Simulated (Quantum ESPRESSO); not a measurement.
# RbCaH3 (Pm-3m): modes at Γ and the response to a field, part 3 of 3

Aim: the zone-centre modes of RbCaH3 (Pm-3m).

Quantum ESPRESSO 7.5; DFT LDA, scalar-relativistic, plane waves, PseudoDojo norm-conserving pseudopotentials.

So far. Step 5 (Zone-centre response): The acoustic modes at Γ come out as far as 1.0 cm⁻¹ from zero, where they should vanish, a small numerical error; the Born charges miss their sum rule by 3.4e-4 e, which is good. Step 6 (Modes with the sum rule): The rule moves no optical mode by more than 0.1 cm⁻¹. The relaxed cell has a = 4.397 Å (conventional setting).

## (7) Sum rules set otherwise: a sum rule for molecules or wires on a crystal

This rule also removes rotations, which suits molecules and not a crystal; it is tried to see the harm.

Input file dynmat.in:

```
&input
   fildyn = 'g.dyn'
   asr = 'zero-dim'
   fileig = 'dynmat.eig'
   lperm = .true.
/
```

Command:

```sh
$ dynmat.x -in dynmat.in > dynmat.out
```

Log:

```text
[banner, memory and clock lines left out]
Program DYNMAT v.7.5

     Reading Dynamical Matrix from file g.dyn
     ...Force constants read
     ...epsilon and Z* read
     Acoustic Sum Rule: || Z*(ASR) - Z*(orig)|| =    3.184317E-01
     Acoustic Sum Rule: ||dyn(ASR) - dyn(orig)||=    6.797062E-02
     A direction for q was not specified:TO-LO splitting will be absent

     Polarizability (A^3 units)
     multiply by 0.549883 for Clausius-Mossotti correction
        16.609034    0.000000    0.000000
         0.000000   16.609034    0.000000
         0.000000    0.000000   16.609034

     IR activities are in (D/A)^2/amu units

# mode   [cm-1]    [THz]      IR
    1     -0.00   -0.0000    0.0000
    2     -0.00   -0.0000    0.0000
    3     -0.00   -0.0000    0.0000
    4     -0.00   -0.0000    0.0000
    5      0.00    0.0000    0.0000
    6      0.00    0.0000    0.0000
    7    108.34    3.2479    0.9704
    8    347.94   10.4310   33.0749
    9    347.94   10.4310   33.0749
   10    405.93   12.1694   39.0596
   11    436.00   13.0709    7.1939
   12    436.00   13.0709    7.1939
   13   1195.97   35.8543   21.1021
   14   1195.97   35.8543   21.1021
   15   1207.37   36.1962   23.5457

Electronic dielectric permittivity tensor (relative, adimensional)
         3.455709    0.000000    0.000000
         0.000000    3.455709    0.000000
         0.000000    0.000000    3.455709

 ... with zone-center polar mode contributions
        11.715789    0.084242    0.084242
         0.084242   11.715789    0.084242
         0.084242    0.084242   11.715789

[end of the log left out, with the tail of the file of modes that dynmat.x writes under the same name]
```

It took 0.71 s on 1 thread of Intel Xeon at 2.70GHz, shared host.

The run ended normally, but on settings that are not sound.

The fault: a sum rule for molecules or wires on a crystal; 3 optical modes are projected out to zero frequency, as if they were rotations, and the static dielectric tensor is spoilt.

For a crystal the rule has to be 'simple' or 'crystal'.

Zone-centre frequencies as printed; negative means imaginary. Modes:

```tsv
mode	frequency (cm⁻¹)
1	0
2	0
3	0
4	0
5	0
6	0
7	108.3
8	347.9
9	347.9
10	405.9
11	436
12	436
13	1196
14	1196
15	1207
```

## (8) Sum rules set otherwise (asr no)

Without the rule the raw error of the acoustic modes shows.

Input file dynmat.in:

```
&input
   fildyn = 'g.dyn'
   asr = 'no'
   fileig = 'dynmat.eig'
   lperm = .true.
/
```

Command:

```sh
$ dynmat.x -in dynmat.in > dynmat.out
```

Log:

```text
[banner, memory and clock lines left out]
Program DYNMAT v.7.5

     Reading Dynamical Matrix from file g.dyn
     ...Force constants read
     ...epsilon and Z* read
     A direction for q was not specified:TO-LO splitting will be absent

     Polarizability (A^3 units)
     multiply by 0.549883 for Clausius-Mossotti correction
        16.609034    0.000000    0.000000
         0.000000   16.609034    0.000000
         0.000000    0.000000   16.609034

     IR activities are in (D/A)^2/amu units

# mode   [cm-1]    [THz]      IR
    1      1.00    0.0301    0.0000
    2      1.00    0.0301    0.0000
    3      1.00    0.0301    0.0000
    4    108.35    3.2482    0.9700
    5    108.35    3.2482    0.9700
    6    108.35    3.2482    0.9700
    7    349.55   10.4791    0.0000
    8    349.55   10.4791    0.0000
    9    349.55   10.4791    0.0000
   10    405.96   12.1705   39.0640
   11    405.96   12.1705   39.0640
   12    405.96   12.1705   39.0640
   13   1207.39   36.1967   23.5506
   14   1207.39   36.1967   23.5506
   15   1207.39   36.1967   23.5506

Electronic dielectric permittivity tensor (relative, adimensional)
         3.455709    0.000000    0.000000
         0.000000    3.455709    0.000000
         0.000000    0.000000    3.455709

 ... with zone-center polar mode contributions
        11.882577   -0.000000    0.000000
        -0.000000   11.882577    0.000000
         0.000000   -0.000000   11.882577

[end of the log left out, with the tail of the file of modes that dynmat.x writes under the same name]
```

It took 0.8 s on 1 thread.

Zone-centre frequencies as printed; negative means imaginary. Modes:

```tsv
mode	frequency (cm⁻¹)
1	1
2	1
3	1
4	108.3
5	108.3
6	108.3
7	349.6
8	349.6
9	349.6
10	406
11	406
12	406
13	1207
14	1207
15	1207
```

Against the first rule no mode moves by more than 1.1 cm⁻¹.

## (9) The LO-TO splitting (1 0 0)

A longitudinal polar mode sets up a macroscopic field that stiffens it; the term hangs on the direction from which q goes to zero.

Input file dynmat.in:

```
&input
   fildyn = 'g.dyn'
   asr = 'simple'
   fileig = 'dynmat.eig'
   q(1) = 1.0
   q(2) = 0.0
   q(3) = 0.0
/
```

Command:

```sh
$ dynmat.x -in dynmat.in > dynmat.out
```

Log:

```text
[banner, memory and clock lines left out]
Program DYNMAT v.7.5

     Reading Dynamical Matrix from file g.dyn
     ...Force constants read
     ...epsilon and Z* read

     Polarizability (A^3 units)
     multiply by 0.549883 for Clausius-Mossotti correction
        16.609034    0.000000    0.000000
         0.000000   16.609034    0.000000
         0.000000    0.000000   16.609034

     IR activities are in (D/A)^2/amu units

# mode   [cm-1]    [THz]      IR
    1     -0.00   -0.0000    0.0000
    2      0.00    0.0000    0.0000
    3      0.00    0.0000    0.0000
    4    108.34    3.2479    0.9705
    5    108.34    3.2479    0.9705
    6    118.68    3.5581    0.1067
    7    349.48   10.4771    0.0000
    8    349.48   10.4771    0.0000
    9    349.48   10.4771    0.0000
   10    405.91   12.1689   39.0576
   11    405.91   12.1689   39.0576
   12    642.07   19.2489   28.5073
   13   1207.34   36.1951   23.5476
   14   1207.34   36.1951   23.5476
   15   1292.09   38.7358   34.9617

[end of the log left out, with the tail of the file of modes that dynmat.x writes under the same name]
```

Run time: 0.74 s. Hardware: 1 thread.

This step gave:

* highest mode moved by the LO-TO term: 1292 cm⁻¹

Zone-centre frequencies as printed; negative means imaginary. Modes:

```tsv
mode	frequency (cm⁻¹)
1	0
2	0
3	0
4	108.3
5	108.3
6	118.7
7	349.5
8	349.5
9	349.5
10	405.9
11	405.9
12	642.1
13	1207
14	1207
15	1292
```

The field moves 3 modes; the highest of them now lies at 1292 cm⁻¹, where the highest that moved away lay at 1207.

## (10) Summary of results

```
space group after relaxation                                           : Pm-3m
volume per atom                                                        : 17.0 Å³
gap on the k-mesh                                                      : 2.83 eV
highest optical zone-centre mode (no LO-TO term)                       : 1207 cm⁻¹
lowest optical zone-centre mode                                        : 108.3 cm⁻¹
highest mode moved by the LO-TO term                                   : 1292 cm⁻¹
mean high-frequency dielectric constant                                : 3.46
largest Born charge in size (third of the trace)                       : 1.74 e
mean static dielectric constant                                        : 11.9
imaginary optical modes at the zone centre (no q mesh in this session) : none
```

**Reading.** At the LDA level the optical modes of RbCaH3 (Pm-3m) at the zone centre (no LO-TO term) run from 108 to 1207 cm⁻¹. Along the directions run, the highest mode that the macroscopic field moves lies at 1292 cm⁻¹. Lattice motion raises the mean dielectric constant from 3.456 to 11.88. Of the 12 optical modes, 9 are infrared active alone and 3 are silent. These are harmonic frequencies at zero temperature: anharmonic shifts and linewidths and thermal expansion are left out.

[Host names and launcher messages were left out of these logs when they were recorded.]

[Logs are printed without paths, hosts, clocks, repeated set-up lines and the standing remarks that a program may print on its own settings, such as how far it seeks lower states.]

[Hosts, paths, dates, database ids (printed as entryN), source tags and the programs' standing remarks are cut or masked in the printed files.]
